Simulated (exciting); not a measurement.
# Core excitons at the Al K edge of AlN

Aim: the Al K absorption edge of AlN with the electron–hole interaction treated explicitly, and what each term of the kernel does.

Main program and level: exciting sodium; X-ray absorption, core-level Bethe-Salpeter equation, exchange and statically screened direct term, Tamm-Dancoff, all-electron LAPW+lo LDA.

Report form: the programs' logs are mostly left out.

The database entry behind the starting cell differs from later determinations by our own check (inner coordinate u about 0.002 short), so it need not match the best structure at ambient conditions.

## 1. Set-up

Symmetry: P6_3mc, No. 186, hexagonal system. Conventional cell: a = 3.113 Å, b = 3.113 Å, c = 4.981 Å, α = 90.00°, β = 90.00°, γ = 120.00°. Al has 4 N at 1.89 Å nearest. Nearest to N lie 4 Al at 1.89 Å. Farther neighbours and most contacts between anions are not listed.

As a file:

```xyz
4
Lattice="3.1130 0.0000 0.0000 -1.5565 2.6959 0.0000 0.0000 0.0000 4.9810" Properties=species:S:1:pos:R:3 pbc="T T T"
Al    1.5565    0.8986    2.4905
Al    0.0000    1.7973    0.0000
N     1.5565    0.8986    4.3833
N     0.0000    1.7973    1.8928
```

Differences between curves are given as r.m.s. difference over r.m.s. height.

## 2. The self-consistent potential

The species files are the program's own, with muffin-tin radii set in the input.

input.xml reads:

```
<input>
  <title>AlN</title>
  <structure speciespath="." autormt="false" epslat="1.0e-5">
    <crystal>
      <basevect>5.8827174249 0.0000000000 0.0000000000</basevect>
      <basevect>-2.9413587124 5.0945827333 0.0000000000</basevect>
      <basevect>0.0000000000 0.0000000000 9.4127258250</basevect>
    </crystal>
    <species speciesfile="Al.xml" rmt="2.011">
      <atom coord="0.6666666667 0.3333333333 0.5000000000"/>
      <atom coord="0.3333333333 0.6666666667 0.0000000000"/>
    </species>
    <species speciesfile="N.xml" rmt="1.458">
      <atom coord="0.6666666667 0.3333333333 0.8800000000"/>
      <atom coord="0.3333333333 0.6666666667 0.3800000000"/>
    </species>
  </structure>
  <groundstate do="fromscratch" xctype="LDA_PW" ngridk="6 6 3" rgkmax="7" gmaxvr="14" nempty="8" swidth="0.001" maxscl="100" epsengy="1e-5"/>
</input>
```

The run is started by

```bash
$ OMP_NUM_THREADS=1 mpirun -n 4 exciting
```

The job ended after 42 s (4 MPI ranks of Arm Neoverse V1, shared host).

The mesh shows a gap of 4.24 eV. Core levels (Dirac, from the valence top):

```csv
atom,level,energy (eV)
Al,1s1/2,-1496.2
Al,2s1/2,-99.7
N,1s1/2,-370.3
```

## 3. A richer basis for the empty states

Each species file gets more local orbitals, built from u and its energy derivative at 0.15 Ha and u at 0.9 Ha.

input.xml is that of step 2.

SPECIES.xml, added lines reads:

```
<lo l="L">  <!-- L = 0, 1, 2 -->
  <wf matchingOrder="0" trialEnergy="0.1500" searchE="false"/>
  <wf matchingOrder="1" trialEnergy="0.1500" searchE="false"/>
  <wf matchingOrder="0" trialEnergy="0.9000" searchE="false"/>
</lo>
```

The run is started by

```bash
$ OMP_NUM_THREADS=1 mpirun -n 4 exciting
```

The job ended after 39 s (4 MPI ranks).

Against the first ground state the total energy moves by -5 meV an atom and the gap by 0.00 eV.

## 4. Screening, kernels and BSE for Al atom 1

The absorber has 4 N at 1.89 Å (tetrahedral, site symmetry 3m).

Changes to input.xml since step 3:

```diff
@@ -17,3 +17,20 @@
   </structure>
-  <groundstate do="fromscratch" xctype="LDA_PW" ngridk="6 6 3" rgkmax="7" gmaxvr="14" nempty="8" swidth="0.001" maxscl="100" epsengy="1e-5"/>
+  <groundstate do="skip" xctype="LDA_PW" ngridk="6 6 3" rgkmax="7" gmaxvr="14" nempty="8" swidth="0.001" maxscl="100" epsengy="1e-5"/>
+  <xs xstype="BSE" ngridk="5 5 3" ngridq="5 5 3" vkloff="0.097 0.273 0.493" rgkmax="7" nempty="21" gqmax="3" lmaxapwwf="5" lmaxemat="2" broad="0.01654" tevout="true">
+    <energywindow intv="54.700 56.316" points="440"/>
+    <screening screentype="full" nempty="38"/>
+    <BSE xas="true" xasspecies="1" xasatom="1" xasedge="K" bsetype="singlet" nstlxas="1 17"/>
+    <qpointset>
+      <qpoint>0 0 0</qpoint>
+    </qpointset>
+    <plan>
+      <doonly task="xsgeneigvec"/>
+      <doonly task="writepmatxs"/>
+      <doonly task="scrgeneigvec"/>
+      <doonly task="scrwritepmat"/>
+      <doonly task="screen"/>
+      <doonly task="scrcoulint"/>
+      <doonly task="exccoulint"/>
+    </plan>
+  </xs>
 </input>
```

input.xml for the last start (plan only) reads:

```
  <plan>
    <doonly task="bse"/>
  </plan>
```

The run is started by

```bash
$ OMP_NUM_THREADS=1 mpirun -n 4 exciting
$ OMP_NUM_THREADS=4 exciting
```

The job ended after 9.1 min (4 MPI ranks).

Wall time by task: xsgeneigvec 9.1 s, writepmatxs 5.8 s, scrgeneigvec 8.9 s, scrwritepmat 3.1 s, screen 2 min, scrcoulint 3.1 min, exccoulint 3.2 min, bse 12 s.

The Al K spectrum of Al atom 1 (energy from the Kohn–Sham onset, core level to the lowest empty state found on the meshes used, 1500.45 eV; the ground-state mesh sets it, and the shifted mesh has its lowest transition 0.68 eV above it; Im ε scaled to the maximum of the singlet run; cut below the end of the band set):

```csv
E (eV),isotropic,ε ⊥ c,ε ∥ c
-4.0,0.02,0.02,0.03
-3.5,0.03,0.03,0.03
-3.0,0.04,0.04,0.04
-2.5,0.05,0.05,0.05
-2.0,0.07,0.07,0.07
-1.5,0.12,0.12,0.11
-1.0,0.23,0.24,0.20
-0.5,0.58,0.64,0.48
0.0,0.98,0.92,1.09
0.5,0.58,0.48,0.76
1.0,0.45,0.39,0.57
1.5,0.40,0.34,0.50
2.0,0.36,0.31,0.45
2.5,0.40,0.32,0.57
3.0,0.57,0.41,0.91
3.5,0.65,0.61,0.72
4.0,0.68,0.74,0.56
4.5,0.69,0.85,0.37
5.0,0.79,1.02,0.33
5.5,0.95,1.25,0.34
6.0,0.64,0.76,0.40
6.5,0.49,0.54,0.41
7.0,0.41,0.42,0.39
7.5,0.39,0.41,0.34
8.0,0.39,0.37,0.42
8.5,0.46,0.31,0.74
9.0,0.54,0.36,0.90
9.5,0.45,0.36,0.64
10.0,0.35,0.29,0.45
10.5,0.30,0.29,0.34
11.0,0.24,0.24,0.25
11.5,0.21,0.19,0.23
12.0,0.21,0.19,0.24
12.5,0.23,0.20,0.28
13.0,0.23,0.21,0.28
13.5,0.24,0.23,0.26
14.0,0.21,0.21,0.22
14.5,0.22,0.21,0.23
```

Maxima (height): -0.1 eV (1.00), 5.4 eV (0.97), 8.9 eV (0.54) and 13.4 eV (0.24).

The Hamiltonian has 2550 rows. The lowest groups of eigenvalues and the brightest ones, on the scale above (the program counts from the shifted mesh's onset, 0.68 eV higher). Core spinors bring spin-forbidden partners, so dark means forbidden by spin or by symmetry, and the shifted mesh splits states that symmetry would keep together:

```csv
energy (eV),states within 10 meV,relative strength
-0.326,2,0.016
-0.166,2,0.89
-0.142,2,0.91
0.032,2,0.93
0.211,2,0.015
0.249,2,9.2e-4
2.998,2,0.26
5.429,2,1.00
5.465,2,0.55
8.769,2,0.50
```

## 5. Independent particles

Changes to input.xml since step 4:

```diff
@@ -21,3 +21,3 @@
     <screening screentype="full" nempty="38"/>
-    <BSE xas="true" xasspecies="1" xasatom="1" xasedge="K" bsetype="singlet" nstlxas="1 17"/>
+    <BSE xas="true" xasspecies="1" xasatom="1" xasedge="K" bsetype="IP" nstlxas="1 17"/>
     <qpointset>
@@ -26,9 +26,3 @@
     <plan>
-      <doonly task="xsgeneigvec"/>
-      <doonly task="writepmatxs"/>
-      <doonly task="scrgeneigvec"/>
-      <doonly task="scrwritepmat"/>
-      <doonly task="screen"/>
-      <doonly task="scrcoulint"/>
-      <doonly task="exccoulint"/>
+      <doonly task="bse"/>
     </plan>
```

The run is started by

```bash
$ OMP_NUM_THREADS=4 exciting
```

Wall time 1.5 s (4 threads).

Maxima (height): 2.1 eV (0.25), 5.1 eV (0.36), 7.4 eV (0.70), 11.3 eV (0.74) and 14.2 eV (0.40). Against the singlet run the r.m.s. difference is 74 %. Moving the earlier curve by +5.3 eV leaves 39 %. The highest maximum lies at 11.3 eV (0.74), against -0.1 eV (1.00).

## 6. Exchange alone

Changes to input.xml since step 5:

```diff
@@ -21,3 +21,3 @@
     <screening screentype="full" nempty="38"/>
-    <BSE xas="true" xasspecies="1" xasatom="1" xasedge="K" bsetype="IP" nstlxas="1 17"/>
+    <BSE xas="true" xasspecies="1" xasatom="1" xasedge="K" bsetype="RPA" nstlxas="1 17"/>
     <qpointset>
```

The run is started by

```bash
$ OMP_NUM_THREADS=4 exciting
```

It took 12 s on 4 threads.

Maxima (height): 2.1 eV (0.25), 5.1 eV (0.36), 7.4 eV (0.69), 11.3 eV (0.74) and 14.2 eV (0.40). The spectrum is that of the independent-particle run within 1 %.

## 7. Direct term alone

Changes to input.xml since step 6:

```diff
@@ -21,3 +21,3 @@
     <screening screentype="full" nempty="38"/>
-    <BSE xas="true" xasspecies="1" xasatom="1" xasedge="K" bsetype="RPA" nstlxas="1 17"/>
+    <BSE xas="true" xasspecies="1" xasatom="1" xasedge="K" bsetype="triplet" nstlxas="1 17"/>
     <qpointset>
```

The run is started by

```bash
$ OMP_NUM_THREADS=4 exciting
```

The job ended after 12 s (4 threads).

Maxima (height): -0.1 eV (1.01), 5.4 eV (0.97), 8.9 eV (0.54) and 13.4 eV (0.24). The spectrum is that of the singlet run within 1 %.

## 8. Local-field cutoff

Changed against the first singlet run: cutoff of the screened term (bohr⁻¹) from 3 to 4.

Changes to input.xml since step 7:

```diff
@@ -18,6 +18,6 @@
   <groundstate do="skip" xctype="LDA_PW" ngridk="6 6 3" rgkmax="7" gmaxvr="14" nempty="8" swidth="0.001" maxscl="100" epsengy="1e-5"/>
-  <xs xstype="BSE" ngridk="5 5 3" ngridq="5 5 3" vkloff="0.097 0.273 0.493" rgkmax="7" nempty="21" gqmax="3" lmaxapwwf="5" lmaxemat="2" broad="0.01654" tevout="true">
+  <xs xstype="BSE" ngridk="5 5 3" ngridq="5 5 3" vkloff="0.097 0.273 0.493" rgkmax="7" nempty="21" gqmax="4" lmaxapwwf="5" lmaxemat="2" broad="0.01654" tevout="true">
     <energywindow intv="54.700 56.316" points="440"/>
     <screening screentype="full" nempty="38"/>
-    <BSE xas="true" xasspecies="1" xasatom="1" xasedge="K" bsetype="triplet" nstlxas="1 17"/>
+    <BSE xas="true" xasspecies="1" xasatom="1" xasedge="K" bsetype="singlet" nstlxas="1 17"/>
     <qpointset>
@@ -26,3 +26,5 @@
     <plan>
-      <doonly task="bse"/>
+      <doonly task="xsgeneigvec"/>
+      <doonly task="screen"/>
+      <doonly task="scrcoulint"/>
     </plan>
```

input.xml for the exchange start (cutoff and plan only) reads:

```
  gqmax="3"
  <plan>
    <doonly task="exccoulint"/>
  </plan>
```

input.xml for the last start (plan only) reads:

```
  <plan>
    <doonly task="bse"/>
  </plan>
```

The run is started by

```bash
$ OMP_NUM_THREADS=1 mpirun -n 4 exciting
$ OMP_NUM_THREADS=1 mpirun -n 4 exciting
$ OMP_NUM_THREADS=4 exciting
```

Wall time 14 min (4 MPI ranks).

The spectrum differs from the singlet run by 4 % r.m.s. The highest maximum lies at -0.1 eV (1.05), against -0.1 eV (1.00). 

```csv
E (eV),first run,this run
-4.0,0.02,0.03
-3.0,0.04,0.04
-2.0,0.07,0.08
-1.0,0.23,0.25
0.0,0.98,1.02
1.0,0.45,0.46
2.0,0.36,0.37
3.0,0.57,0.60
4.0,0.68,0.70
5.0,0.79,0.81
6.0,0.64,0.60
7.0,0.41,0.40
8.0,0.39,0.38
9.0,0.54,0.52
10.0,0.35,0.33
11.0,0.24,0.23
12.0,0.21,0.20
13.0,0.23,0.22
14.0,0.21,0.21
```

## 9. A changed run

In this try the input is made faulty on purpose, to show what that does.

Changes to input.xml since step 8:

```diff
@@ -18,3 +18,3 @@
   <groundstate do="skip" xctype="LDA_PW" ngridk="6 6 3" rgkmax="7" gmaxvr="14" nempty="8" swidth="0.001" maxscl="100" epsengy="1e-5"/>
-  <xs xstype="BSE" ngridk="5 5 3" ngridq="5 5 3" vkloff="0.097 0.273 0.493" rgkmax="7" nempty="21" gqmax="4" lmaxapwwf="5" lmaxemat="2" broad="0.01654" tevout="true">
+  <xs xstype="BSE" ngridk="3 3 2" ngridq="3 3 2" vkloff="0 0 0" rgkmax="7" nempty="21" gqmax="3" lmaxapwwf="5" lmaxemat="2" broad="0.01654" tevout="true">
     <energywindow intv="54.700 56.316" points="440"/>
@@ -27,4 +27,8 @@
       <doonly task="xsgeneigvec"/>
+      <doonly task="writepmatxs"/>
+      <doonly task="scrgeneigvec"/>
+      <doonly task="scrwritepmat"/>
       <doonly task="screen"/>
       <doonly task="scrcoulint"/>
+      <doonly task="exccoulint"/>
     </plan>
```

input.xml for the last start (plan only) reads:

```
  <plan>
    <doonly task="bse"/>
  </plan>
```

The run is started by

```bash
$ OMP_NUM_THREADS=1 mpirun -n 4 exciting
$ OMP_NUM_THREADS=4 exciting
```

The job ended after 96 s (4 MPI ranks).

The input has a fault: a coarse mesh through the zone centre samples only symmetric points. In all it changes the k mesh from 5×5×3 to 3×3×2 and mesh offset from shifted to 0 0 0. Against the singlet run the r.m.s. difference is 24 %. The highest maximum lies at 5.1 eV (1.24), against -0.1 eV (1.00). The first bright state moves from -0.17 to -0.26 eV. The lowest bare transition of this run lies at 0.00 eV, against 0.68. A coarse mesh samples few band energies, and it inflates the long-range part of the attraction. Symmetric points repeat the same band energies.

```csv
E (eV),first run,this run
-4.0,0.02,0.02
-3.0,0.04,0.04
-2.0,0.07,0.07
-1.0,0.23,0.24
0.0,0.98,0.93
1.0,0.45,0.36
2.0,0.36,0.33
3.0,0.57,0.32
4.0,0.68,0.59
5.0,0.79,1.21
6.0,0.64,0.52
7.0,0.41,0.44
8.0,0.39,0.45
9.0,0.54,0.63
10.0,0.35,0.29
11.0,0.24,0.24
12.0,0.21,0.23
13.0,0.23,0.28
14.0,0.21,0.15
```

## 10. From independent particles to the full kernel

```csv
level,curve passes 0.15 (eV),highest maximum (eV),its height
IP,1.0,11.3,0.74
RPA,1.1,11.3,0.74
direct only,-1.3,-0.1,1.01
singlet,-1.3,-0.1,1.00
```

```csv
E (eV),IP,RPA,direct only,singlet
-4.0,0.01,0.01,0.02,0.02
-3.0,0.01,0.01,0.04,0.04
-2.0,0.01,0.01,0.07,0.07
-1.0,0.02,0.02,0.23,0.23
0.0,0.04,0.04,0.98,0.98
1.0,0.15,0.15,0.45,0.45
2.0,0.25,0.25,0.36,0.36
3.0,0.18,0.18,0.58,0.57
4.0,0.19,0.19,0.68,0.68
5.0,0.36,0.35,0.79,0.79
6.0,0.28,0.27,0.63,0.64
7.0,0.60,0.60,0.41,0.41
8.0,0.63,0.63,0.39,0.39
9.0,0.53,0.53,0.54,0.54
10.0,0.59,0.58,0.34,0.35
11.0,0.72,0.72,0.24,0.24
12.0,0.57,0.57,0.21,0.21
13.0,0.39,0.39,0.23,0.23
14.0,0.40,0.40,0.21,0.21
```

## 11. Results

```yaml
absorber_and_edge: Al K, atom 1
surroundings: 4 N at 1.89 Å (tetrahedral, site symmetry 3m)
first_bright_state: -0.17 eV from the Kohn–Sham onset, on this mesh
highest_maximum: -0.1 eV
cost_of_the_bse_run: 9.1 min on 4 MPI ranks of Arm Neoverse V1, shared host; the last task ran on as many threads
```

**Reading.** Is a core exciton bound? Undecided on this mesh: the first bright state (over 5 % of the brightest) lies at -0.17 eV from the Kohn–Sham onset and at -0.85 eV from the lowest bare transition of its own mesh; weaker or dark states reach down to -0.33 eV. Changing the cutoff of the screened term (bohr⁻¹) from 3 to 4 alters the spectrum by 4 % r.m.s. Exchange alone changes the independent-particle spectrum by 0.3 % r.m.s. Leaving exchange out of the full kernel changes the spectrum by 0.4 % r.m.s. A mesh of 75 points doesn't converge binding energies, and fine structure above the first lines is partly noise of the mesh. Exchange and the short-range direct term aren't converged in the kernel cutoff. The zero comes from the unshifted 6×6×3 ground-state mesh; it is exact only where the band minimum lies on that mesh. The Kohn–Sham onset, 1500 eV, is no photon energy (tabulated edge of the element: 1559 eV): the scale needs a rigid shift. Bands and screening come from semilocal DFT, whose small gap overscreens. Vibrations and energy-dependent lifetimes are left out. The structure is a published determination, not relaxed.

[Logs are printed without paths, hosts, clocks, repeated set-up lines and the standing remarks that a program may print on its own settings, such as how far it seeks lower states.]

[Hosts, paths, dates, database ids (printed as entryN), source tags and the programs' standing remarks are cut or masked in the printed files.]
